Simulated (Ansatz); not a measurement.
# Bands, cutoff and cost in G0W0 for Be3N2 (R3m), part 2 of 2

How do accuracy and time trade against each other in G0W0 on Be3N2 (R3m)?

Ansatz 0.2.0; G0W0 on LDA, plane waves, PAW; PAW set soft_1. Known limits of the many-body steps: not at the basis limit.

So far. Step 4 (269 empty bands, screening to 230 eV): Against the run with 8×8×8 mesh, 125 empty bands, screening to 138 eV, PAW set soft_1 files, the gap moves by +0.17 eV.

## (5) Changing the k mesh: 6×6×6 mesh, 125 empty bands, screening to 138 eV, PAW set soft_1 files

Only the mesh changes. It samples the long-range screening, which converges on its own terms. Bands and cutoff differ from the step before, so it is read against an earlier run that matches them.

Contents of input.yaml:

```yaml
crystal:
  lattice:
    - [1.4198050555, 0.819724831, 4.8662156628]
    - [-1.4198050555, 0.819724831, 4.8662156628]
    - [0.0, -1.639449662, 4.8662156628]
  atoms:
    - { symbol: Be, position: [0.85900108, 0.85900108, 0.85900108] }
    - { symbol: Be, position: [0.31769456, 0.31769456, 0.31769456] }
    - { symbol: Be, position: [0.08880677, 0.08880677, 0.08880677] }
    - { symbol: "N", position: [0.20416268, 0.20416268, 0.20416268] }
    - { symbol: "N", position: [0.70843491, 0.70843491, 0.70843491] }
kpoints:
  mp_grid: { grid: [6, 6, 6] }
hamiltonian:
  xc: lda
  pseudopotentials: { kind: paw, azcp: { folder: soft_1 }, xc_functional: pbe }
scf:
  occupations: { method: fixed }
gw:
  n_empty_bands: 125
  ecut_chi: 138
  qp_bands: [v2, c2]
  qp_kpoints: band_edges
  screening: { model: contour_deformation }
```

Command:

```console
$ ansatz run input.yaml --threads 2 --pin off --max-ram 73728MiB --backend cuda --events-out ev --progress --plain --runs-dir out --devices 1 --max-vram 13GiB
```

Numbers of over 12 decimals in the logs are rounded to 6 here.

The log of the run:

```text
GPUs: using 1 of 1 available (devices: 1).
[...]
GPU FFT provider: cuFFT
GPU libraries: cuBLAS 13.8.2, cuFFT 12.4.0, cuSOLVER 12.3.4
Crystal: 5 atoms, lattice volume = 33.981 Å³
Basis set: ecut = 420 eV, 671 PW (Γ)
Bands: 13, of which v1, the nominal top of the filled ones, is band 8 counted from 1 (7 counted from 0)
Symmetry: 6 space group operations
[...]
k-points: 32 of 216 (time reversal used)
[...]
1    10     15.1816    -6.9637    -4.9700   -13.1165  0.8209    16.3756    16.3644  root
[...]
31     7      7.3750   -21.9396     3.1863   -17.9962  0.7952     6.6134     6.6178  root
    31     8      7.3750   -21.9396     3.1863   -17.9962  0.7952     6.6134     6.6178  root
    31     9     14.7003    -9.2790    -5.1709   -15.5506  0.8054    15.8115    15.8011  root
    31    10     16.5015    -9.0186    -5.4018   -15.5941  0.7919    17.6897    17.6752  root
[key lines of the parts left out:]
SCF converged after 9 iterations
Free energy (F): -1018.272513 eV
Fermi energy:    7.718832 eV
```

Elapsed: 19 s, on 1 × NVIDIA H100 80GB HBM3 (shared by 6 runs) with 2 threads of AMD EPYC 7R13 (Zen 3), shared host; peak memory 1.1 GiB; 24 s of CPU time.

This step gave:

```yaml
bands_summed: 133
rpa_eps_infinity_on_this_mesh_eigenvalues: 4.437, 4.437, 4.885
plane_waves_in_the_screening_matrix: 129
g0w0_gap_on_the_mesh: 4.184 eV
k_of_the_valence_top: 0, 0, 0
k_of_the_conduction_bottom: 0, -0.5, -0.5
starting_gap_on_the_mesh: 2.702 eV
least_direct_g0w0_gap_on_the_computed_points: 5.270 eV
```

Against the run with 8×8×8 mesh, 125 empty bands, screening to 138 eV, PAW set soft_1 files, the gap moves by +0.001 eV.

## (6) Changing the frequency model: 8×8×8 mesh, 125 empty bands, screening to 138 eV, plasmon pole, PAW set soft_1 files

A plasmon pole stands in for the full frequency dependence of the screening; this run shows what that costs in accuracy.

Edit input.yaml of step 5 so:

```diff
@@ -12,3 +12,3 @@
 kpoints:
-  mp_grid: { grid: [6, 6, 6] }
+  mp_grid: { grid: [8, 8, 8] }
 hamiltonian:
@@ -23,2 +23,2 @@
   qp_kpoints: band_edges
-  screening: { model: contour_deformation }
+  screening: { model: godby_needs }
```

The log of the run:

```text
GPUs: using 1 of 1 available (devices: 1).
[...]
GPU FFT provider: cuFFT
GPU libraries: cuBLAS 13.8.2, cuFFT 12.4.0, cuSOLVER 12.3.4
Crystal: 5 atoms, lattice volume = 33.981 Å³
Basis set: ecut = 420 eV, 671 PW (Γ)
Bands: 13, of which v1, the nominal top of the filled ones, is band 8 counted from 1 (7 counted from 0)
Symmetry: 6 space group operations
[...]
k-points: 65 of 512 (time reversal used)
[...]
1    10     15.3978    -6.5783    -4.9681   -12.8198  0.8310    16.6793    16.6712  root
[...]
64     7      7.3745   -21.9219     3.2472   -17.9960  0.8026     6.6935     6.6958  root
    64     8      7.3745   -21.9219     3.2472   -17.9960  0.8026     6.6935     6.6958  root
    64     9     14.6998    -9.3031    -5.1022   -15.5510  0.8144    15.8524    15.8455  root
    64    10     16.5010    -9.0270    -5.3095   -15.5946  0.8083    17.7683    17.7591  root
[key lines of the parts left out:]
SCF converged after 9 iterations
Free energy (F): -1018.274541 eV
Fermi energy:    7.718131 eV
```

Elapsed: 1.7 min, on 1 × NVIDIA H100 80GB HBM3 (shared by 6 runs) with 2 threads; peak memory 1.9 GiB; 2.6 min of CPU time.

This step gave:

| Item | Value |
| --- | --- |
| bands summed | 133 |
| plasmon-pole fit frequency | 25.48 eV |
| RPA ε∞ on this mesh (eigenvalues) | 4.387, 4.387, 4.881 |
| plane waves in the screening matrix | 129 |
| G0W0 gap on the mesh | 4.127 eV |
| k of the valence top | 0, 0, 0 |
| k of the conduction bottom | 0, -0.5, -0.5 |
| starting gap on the mesh | 2.703 eV |
| least direct G0W0 gap on the computed points | 5.225 eV |

Against the run with 8×8×8 mesh, 125 empty bands, screening to 138 eV, PAW set soft_1 files, the gap moves by −0.06 eV.

## (7) Changing the files: 8×8×8 mesh, 125 empty bands, screening to 138 eV, hard PAW files

Other atomic data (hard PAW) test the pseudisation: the cutoff goes from 420 to 960 eV and the valence electrons from 16 to 22, which opens shells that were frozen.

This step: G0W0 on LDA, plane waves, PAW.

Edit input.yaml of step 6 so:

```diff
@@ -15,3 +15,3 @@
   xc: lda
-  pseudopotentials: { kind: paw, azcp: { folder: soft_1 }, xc_functional: pbe }
+  pseudopotentials: { kind: paw, source: ansatz }
 scf:
@@ -23,2 +23,2 @@
   qp_kpoints: band_edges
-  screening: { model: godby_needs }
+  screening: { model: contour_deformation }
```

The log of the run:

```text
GPUs: using 1 of 1 available (devices: 1).
[...]
GPU FFT provider: cuFFT
GPU libraries: cuBLAS 13.8.2, cuFFT 12.4.0, cuSOLVER 12.3.4
Crystal: 5 atoms, lattice volume = 33.981 Å³
Basis set: ecut = 960 eV, 2287 PW (Γ)
Bands: 16, of which v1, the nominal top of the filled ones, is band 11 counted from 1 (10 counted from 0)
Symmetry: 6 space group operations
[...]
k-points: 65 of 512 (time reversal used)
[...]
1    13     15.9563    -6.5939    -5.0734   -12.8371  0.8240    17.1367    17.1261  root
[...]
64    10      7.9318   -21.9253     3.1476   -18.0038  0.7964     7.1534     7.1579  root
    64    11      7.9318   -21.9253     3.1476   -18.0038  0.7964     7.1534     7.1579  root
    64    12     15.2678    -9.3122    -5.1816   -15.5623  0.8067    16.3459    16.3363  root
    64    13     17.0659    -9.0225    -5.4129   -15.5879  0.7933    18.2316    18.2184  root
[key lines of the parts left out:]
SCF converged after 9 iterations
Free energy (F): -1945.919999 eV
Fermi energy:    8.276776 eV
```

Wall time 2.3 min (1 × NVIDIA H100 80GB HBM3 (shared by 6 runs) with 2 threads); peak memory 1.7 GiB.

This step gave:

```yaml
bands_summed: 136
rpa_eps_infinity_on_this_mesh_eigenvalues: 4.406, 4.406, 4.900
plane_waves_in_the_screening_matrix: 129
g0w0_gap_on_the_mesh: 4.161 eV
k_of_the_valence_top: 0, 0, 0
k_of_the_conduction_bottom: 0, -0.5, -0.5
starting_gap_on_the_mesh: 2.700 eV
least_direct_g0w0_gap_on_the_computed_points: 5.249 eV
```

Against the run with 8×8×8 mesh, 125 empty bands, screening to 138 eV, PAW set soft_1 files, the gap moves by −0.02 eV.

## (8) Side by side

Times are wall times on 1 × NVIDIA H100 80GB HBM3 (shared by 6 runs) with 2 threads of AMD EPYC 7R13 (Zen 3), shared host, good to a factor of about two.

```tsv
mesh	files	frequency	bands summed	cutoff (eV)	start (eV)	G0W0 (eV)	time	host memory (GiB)
8×8×8	PAW set soft_1	contour deformation	52	69	2.703	3.863	47 s	1.0
8×8×8	PAW set soft_1	contour deformation	133	138	2.703	4.183	52 s	1.4
8×8×8	PAW set soft_1	contour deformation	277	230	2.703	4.355	2.1 min	2.1
6×6×6	PAW set soft_1	contour deformation	133	138	2.702	4.184	19 s	1.1
8×8×8	PAW set soft_1	plasmon pole	133	138	2.703	4.127	1.7 min	1.9
8×8×8	hard PAW	contour deformation	136	138	2.700	4.161	2.3 min	1.7
```

How the two edges are built up, in eV (the quasiparticle level is the starting level plus Σx plus Σc less Vxc):

```tsv
run	edge	start	Σx	Σc	Vxc	Z	QP
52 bands	valence top	7.72	-22.13	3.56	-18.41	0.80	7.57
52 bands	conduction bottom	10.42	-6.81	-3.80	-11.62	0.84	11.43
133 bands	valence top	7.72	-22.13	3.02	-18.41	0.80	7.03
133 bands	conduction bottom	10.42	-6.81	-4.01	-11.62	0.84	11.21
277 bands	valence top	7.72	-22.13	2.76	-18.41	0.79	6.77
277 bands	conduction bottom	10.42	-6.81	-4.11	-11.62	0.84	11.12
```

## (9) What came out

```
52 bands, 69 eV                     : 3.863 eV
133 bands, 138 eV                   : 4.183 eV
277 bands, 230 eV                   : 4.355 eV
estimated limit in bands and cutoff : 4.51 eV
mesh and start                      : 8×8×8, LDA
```

**Reading.** A line in one over the bands through the two highest rungs gives 4.51 eV, +0.16 eV from the top rung; the pair below gives 4.39 eV, so the estimate is still climbing. The rungs stand 0.65 eV (52 bands), 0.33 eV (133 bands) and 0.16 eV (277 bands) from it. From 52 to 277 bands the gap moves by +0.49 eV while the time grows 2.7-fold. Σc changes by −0.80 eV at the valence top and −0.31 eV at the conduction bottom, so the valence edge carries most of the change. On the 6×6×6 mesh in place of 8×8×8 the gap differs by +0.001 eV, of which −0.001 eV is already in the start. The plasmon-pole model gives −0.06 eV against contour deformation, 4 % of the correction, and saved no time in this program. Hard PAW files move the gap by −0.02 eV at equal bands and cutoff, −0.003 eV of it in the start.

[Paths, hosts, dates, memory and timing lines, banners, echoed tables and standing remarks are left out of the program output.]

[Logs are printed without paths, hosts, clocks, repeated set-up lines and the standing remarks that a program may print on its own settings, such as how far it seeks lower states.]

[Runs of the session that timed out or met a known fault of the program may be left out.]

[Cells called generated may have been cut or substituted from an entry of the Crystallography Open Database or the Materials Project.]

[Hosts, paths, dates, database ids (printed as entryN), source tags and the programs' standing remarks are cut or masked in the printed files.]
